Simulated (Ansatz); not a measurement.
Two G0W0 runs on KCdCO3F (P-6m2).

Symmetry: P-6m2, No. 187, hexagonal system. The conventional cell has a = 5.132 Å, b = 5.132 Å, c = 4.432 Å, α = 90.00°, β = 90.00°, γ = 120.00°. K has 6 O at 2.78 Å and 3 F at 2.96 Å nearest. Nearest to Cd lie 2 F at 2.22 Å and 6 O at 2.57 Å. Nearest to C lie 3 O at 1.29 Å. O has 1 C at 1.29 Å and 2 Cd at 2.57 Å and 2 K at 2.78 Å nearest. Nearest to F lie 2 Cd at 2.22 Å and 3 K at 2.96 Å. Farther neighbours and most contacts between anions are not listed.

```xyz
7
Lattice="5.1324 0.0000 0.0000 -2.5662 4.4448 0.0000 0.0000 0.0000 4.4324" Properties=species:S:1:pos:R:3 pbc="T T T"
K     0.0000    0.0000    0.0000
Cd    2.5662    1.4816    2.2162
C     0.0000    2.9632    2.2162
O     0.0000    1.6703    2.2162
O    -1.1197    3.6096    2.2162
O     1.1197    3.6096    2.2162
F     2.5662    1.4816    0.0000
```

Geometry: measured cell, ions relaxed with PBE. The runs that relaxed it are not among those shown.

The first (Ansatz 0.2.0; start PBE, 6×6×6 mesh, 421 empty bands, screening to 150 eV, PAW set soft_1 files; 1 × NVIDIA H100 80GB HBM3 (shared by 6 runs) with 2 threads of AMD EPYC 7R13 (Zen 3), shared host) gave, on its mesh: starting gap 1.83 eV, G0W0 gap 3.87 eV, RPA ε∞ (mean) 2.70, 2 min.

**Question.** The second changes start from PBE to PBE with 15 % screened exact exchange. What does it give?

It gave: starting gap 2.89 eV, G0W0 gap 4.51 eV, RPA ε∞ (mean) 2.42, 2.9 min. The G0W0 gap moves by +0.64 eV, +1.06 eV from the start and −0.41 eV from the correction. Σc changes by −0.37 eV at the valence top and +0.10 eV at the conduction bottom, and Σx − Vxc between them by −0.89 eV.

Limits: not at the basis limit; d shell near the gap, gap tends to lie low; no spin-orbit coupling.

[Paths, hosts, dates, memory and timing lines, banners, echoed tables and standing remarks are left out of the program output.]

[Logs are printed without paths, hosts, clocks, repeated set-up lines and the standing remarks that a program may print on its own settings, such as how far it seeks lower states.]

[Runs of the session that timed out or met a known fault of the program may be left out.]

[Cells called generated may have been cut or substituted from an entry of the Crystallography Open Database or the Materials Project.]

[Hosts, paths, dates, database ids (printed as entryN), source tags and the programs' standing remarks are cut or masked in the printed files.]
